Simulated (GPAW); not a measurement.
# Settings that the conductance of disilanedithiol between two Pt chains needs, part 5 of 5

Aim: the cheapest settings that leave the conductance of disilanedithiol between two Pt chains unchanged.

GPAW 26.7.0; GPAW LCAO, PAW setups; Landauer transmission from Green's functions with principal layers (ASE), zero bias.

So far, transmission at the Fermi level (one spin): step 2 (base settings) 0.456; step 14 (varying the density threshold: conv = 0.01) 0.357; step 15 (varying the density threshold: conv = 0.001) 0.454; step 18 (grid spacing 0.3 Å) 0.456; step 19 (grid spacing 0.26 Å) 0.456.

### 20. Varying the grid spacing

Input file run.py:

```python
import json
import numpy as np
from ase import Atoms
from ase.transport.calculators import TransportCalculator
from gpaw import GPAW, FermiDirac
from gpaw.lcao.tools import get_lcao_hamiltonian
from scipy.linalg import eigh

# The junction with lead layers at both ends, along the third cell vector
device = Atoms(
    ['Pt', 'Pt', 'Pt', 'Pt', 'Pt', 'Pt', 'Pt', 'S', 'H', 'Si', 'H', 'H', 'Si', 'H', 'S', 'Pt', 'Pt', 'Pt', 'Pt', 'Pt', 'Pt', 'Pt'],
    positions=[
        [6.22500, 5.32159, 1.20000],
        [6.22500, 5.32159, 3.60000],
        [6.22500, 5.32159, 6.00000],
        [6.22500, 5.32159, 8.40000],
        [6.22500, 5.32159, 10.80000],
        [6.22500, 5.32159, 13.20000],
        [6.22500, 5.32159, 15.60000],
        [7.44306, 5.47448, 17.60386],
        [5.94800, 7.39318, 19.28132],
        [6.58243, 6.06345, 19.48220],
        [5.50429, 5.08760, 19.79606],
        [9.20001, 7.13450, 20.90112],
        [8.14996, 6.11723, 21.17384],
        [8.80097, 4.78962, 21.33468],
        [7.24373, 6.59847, 23.06538],
        [6.22500, 5.32159, 24.75484],
        [6.22500, 5.32159, 27.15484],
        [6.22500, 5.32159, 29.55484],
        [6.22500, 5.32159, 31.95484],
        [6.22500, 5.32159, 34.35484],
        [6.22500, 5.32159, 36.75484],
        [6.22500, 5.32159, 39.15484]],
    cell=[[12.45001, 0.0, 0.0], [0.0, 10.64318, 0.0], [0.0, 0.0, 40.35484]],
    pbc=True)

# One principal layer of the lead: the first 5 atoms of the device
lead = Atoms(
    ['Pt', 'Pt', 'Pt', 'Pt', 'Pt'],
    positions=[
        [6.22500, 5.32159, 1.20000],
        [6.22500, 5.32159, 3.60000],
        [6.22500, 5.32159, 6.00000],
        [6.22500, 5.32159, 8.40000],
        [6.22500, 5.32159, 10.80000]],
    cell=[[12.45001, 0.0, 0.0], [0.0, 10.64318, 0.0], [0.0, 0.0, 12.0]],
    pbc=True)

settings = dict(mode='lcao', basis='szp(dzp)', xc='LDA', h=0.22,
                occupations=FermiDirac(0.1), maxiter=250,
                mixer=dict(beta=0.1, nmaxold=8, weight=100.0),
                convergence=dict(density=0.0001))
energies = np.arange(-2, 2 + 1e-9, 0.05)
eta = 0.0001
n1, n2 = 1, 1
# k and -k transmit alike, so half of the mesh across the current serves
mesh = [(i, j) for i in range(n1) for j in range(n2) if (i, j) <= (-i % n1, -j % n2)]
weights = np.array([1 if (i, j) == (-i % n1, -j % n2) else 2 for i, j in mesh]) / (n1 * n2)

# [... helper functions left out ...]
fermi_lead = ground_state(lead, (1, 1, 10), 'lead.txt')
fermi_device = ground_state(device, (1, 1, 2), 'device.txt')
# [... loop over the mesh left out, but for ...]
        # Shift the lead onto the potential of the device's first layer
        shift = ((H[:, 0, 0] - H0[:, 0, 0]) / S0[0, 0]).real.mean()
# [...]
kT = 8.617333e-5 * 77
bias = [0.1, 0.2, 0.5, 1.0, 1.5, 2.0]
# [... integrals and printing left out ...]
```

The run is started by

```bash
OMP_NUM_THREADS=1 OPENBLAS_NUM_THREADS=2 python run.py
```

Log:

```text
basis functions: device 262, principal layer 75
Fermi level: lead -5.4952 eV, device -5.4529 eV; lead shifted by 0.0055 eV
largest coupling past the next layer 8.36e-06 eV, largest misfit of the first layer 0.217 eV
  E-E_F (eV)   T (one spin)  channels
    -2.000    2.7049e-01    3.0000
    -1.950    2.9460e-01    3.0000
    -1.900    3.1848e-01    3.0000
[...]
1.950    2.6676e-02    1.0000
     2.000    2.6214e-02    1.0000
conductance at 77 K: 0.45623 G0 a cell; thermopower 2.401 uV/K
current from the zero-bias T(E) at 0.1 V: 3.5346 uA
current from the zero-bias T(E) at 0.2 V: 7.0776 uA
current from the zero-bias T(E) at 0.5 V: 18.078 uA
current from the zero-bias T(E) at 1.0 V: 32.089 uA
current from the zero-bias T(E) at 1.5 V: 45.321 uA
current from the zero-bias T(E) at 2.0 V: 56.235 uA
```

Wall time 1.8 min (2 threads of Intel Xeon 6975P-C (Granite Rapids), shared host); peak memory 1.6 GiB.

One spin. Table of transmission, zone mean by energy, zero at the Fermi level:

| energy (eV) | transmission, zone mean |
| --- | --- |
| -2.00 | 0.270 |
| -1.90 | 0.318 |
| -1.80 | 0.357 |
| -1.70 | 0.368 |
| -1.55 | 0.319 |
| -1.45 | 0.270 |
| -1.35 | 0.262 |
| -1.25 | 0.236 |
| -1.15 | 0.311 |
| -1.05 | 0.328 |
| -0.90 | 0.457 |
| -0.80 | 0.497 |
| -0.70 | 0.474 |
| -0.60 | 0.464 |
| -0.50 | 0.484 |
| -0.40 | 0.509 |
| -0.25 | 0.641 |
| -0.15 | 0.567 |
| -0.05 | 0.485 |
| 0.00 | 0.456 |
| 0.05 | 0.427 |
| 0.15 | 0.368 |
| 0.25 | 0.308 |
| 0.40 | 0.202 |
| 0.50 | 0.202 |
| 0.60 | 0.217 |
| 0.70 | 0.220 |
| 0.80 | 0.130 |
| 0.90 | 0.0953 |
| 1.05 | 0.0677 |
| 1.15 | 0.0565 |
| 1.25 | 0.0484 |
| 1.35 | 0.0424 |
| 1.45 | 0.0378 |
| 1.55 | 0.0343 |
| 1.70 | 0.0305 |
| 1.80 | 0.0286 |
| 1.90 | 0.0272 |
| 2.00 | 0.0262 |

The conductance equals that of the base run to 0.2 %.

### 21. Grid spacing: h = 0.16

Edit run.py of step 20 so:

```diff
@@ -49,3 +49,3 @@
 
-settings = dict(mode='lcao', basis='szp(dzp)', xc='LDA', h=0.22,
+settings = dict(mode='lcao', basis='szp(dzp)', xc='LDA', h=0.16,
                 occupations=FermiDirac(0.1), maxiter=250,
```

Log:

```text
basis functions: device 262, principal layer 75
Fermi level: lead -5.4952 eV, device -5.4533 eV; lead shifted by 0.0055 eV
largest coupling past the next layer 8.36e-06 eV, largest misfit of the first layer 0.214 eV
  E-E_F (eV)   T (one spin)  channels
    -2.000    2.6984e-01    3.0000
    -1.950    2.9392e-01    3.0000
    -1.900    3.1782e-01    3.0000
[...]
1.950    2.6737e-02    1.0000
     2.000    2.6275e-02    1.0000
conductance at 77 K: 0.4565 G0 a cell; thermopower 2.411 uV/K
current from the zero-bias T(E) at 0.1 V: 3.537 uA
current from the zero-bias T(E) at 0.2 V: 7.0825 uA
current from the zero-bias T(E) at 0.5 V: 18.107 uA
current from the zero-bias T(E) at 1.0 V: 32.102 uA
current from the zero-bias T(E) at 1.5 V: 45.338 uA
current from the zero-bias T(E) at 2.0 V: 56.256 uA
```

Elapsed: 4.4 min, on 2 threads; peak memory 3.9 GiB.

The conductance equals that of the base run to 0.2 %.

### 22. Grid spacing: h = 0.14

Edit run.py of step 21 so:

```diff
@@ -49,3 +49,3 @@
 
-settings = dict(mode='lcao', basis='szp(dzp)', xc='LDA', h=0.16,
+settings = dict(mode='lcao', basis='szp(dzp)', xc='LDA', h=0.14,
                 occupations=FermiDirac(0.1), maxiter=250,
```

Log:

```text
basis functions: device 262, principal layer 75
Fermi level: lead -5.4952 eV, device -5.4533 eV; lead shifted by 0.0057 eV
largest coupling past the next layer 8.36e-06 eV, largest misfit of the first layer 0.215 eV
  E-E_F (eV)   T (one spin)  channels
    -2.000    2.7014e-01    3.0000
    -1.950    2.9422e-01    3.0000
    -1.900    3.1810e-01    3.0000
[...]
1.950    2.6729e-02    1.0000
     2.000    2.6268e-02    1.0000
conductance at 77 K: 0.4562 G0 a cell; thermopower 2.423 uV/K
current from the zero-bias T(E) at 0.1 V: 3.5345 uA
current from the zero-bias T(E) at 0.2 V: 7.0764 uA
current from the zero-bias T(E) at 0.5 V: 18.083 uA
current from the zero-bias T(E) at 1.0 V: 32.09 uA
current from the zero-bias T(E) at 1.5 V: 45.317 uA
current from the zero-bias T(E) at 2.0 V: 56.24 uA
```

Elapsed: 6.1 min, on 2 threads; peak memory 5.6 GiB.

The conductance equals that of the base run to 0.2 %.

### 23. Convergence in the grid spacing

The runs and the base run on one axis.

This step: convergence of the conductance (GPAW 26.7.0).

The conductance stays at 0.456 G₀ for grid spacing from 0.14 to 0.3 Å.

### 24. Results

| Quantity | Value |
| --- | --- |
| conductance at the base settings | 0.456 G₀ |
| range over the periods in a principal layer (3 to 6) | 0.456 to 0.456 G₀ |
| range over the width of the vacuum box (6.6 to 14.6 Å) | 0.453 to 0.458 G₀ |
| range over the density threshold (1.0e-6 to 0.1) | 0.358 to 0.456 G₀ |
| range over the grid spacing (0.14 to 0.3 Å) | 0.456 to 0.456 G₀ |

What this shows: At the base settings the conductance, averaged at 77 K, is 0.456 G₀. In the periods in a principal layer, no value tried moves the conductance by 3 %. In the width of the vacuum box, no value tried moves the conductance by 3 %. In the density threshold, 0.001 already gives the conductance within 3 % of the finest value tried; currents at finite bias may need more. In the grid spacing, no value tried moves the conductance by 3 %. The thresholds 0.01 and 0.1 ended after the same number of SCF steps: the energy test stopped those runs, so they are one result, not a plateau. Over the ranges tried, the density threshold moves it most, counted as a ratio. The geometry was built from estimated bond lengths and not relaxed, so the numbers describe this model structure. The run had no spin polarisation, so a magnetic state, which chains and small molecules with open shells often have, wasn't tested. Spin-orbit coupling is left out, which matters for the heavy atoms here. Semilocal functionals put molecular levels too near the Fermi level, so such conductances usually come out too high, and chain electrodes have a sharper density of states than real ones. An evenly spaced straight chain is an idealisation: free chains tend to dimerise, zigzag or, where a band edge lies near the Fermi level, turn magnetic. The currents use the zero-bias T(E) throughout, which holds only while the bias is small against the distance to the nearest feature.

[Logs are printed without paths, hosts, clocks, repeated set-up lines and the standing remarks that a program may print on its own settings, such as how far it seeks lower states.]

[Hosts, paths, dates, database ids (printed as entryN), source tags and the programs' standing remarks are cut or masked in the printed files.]
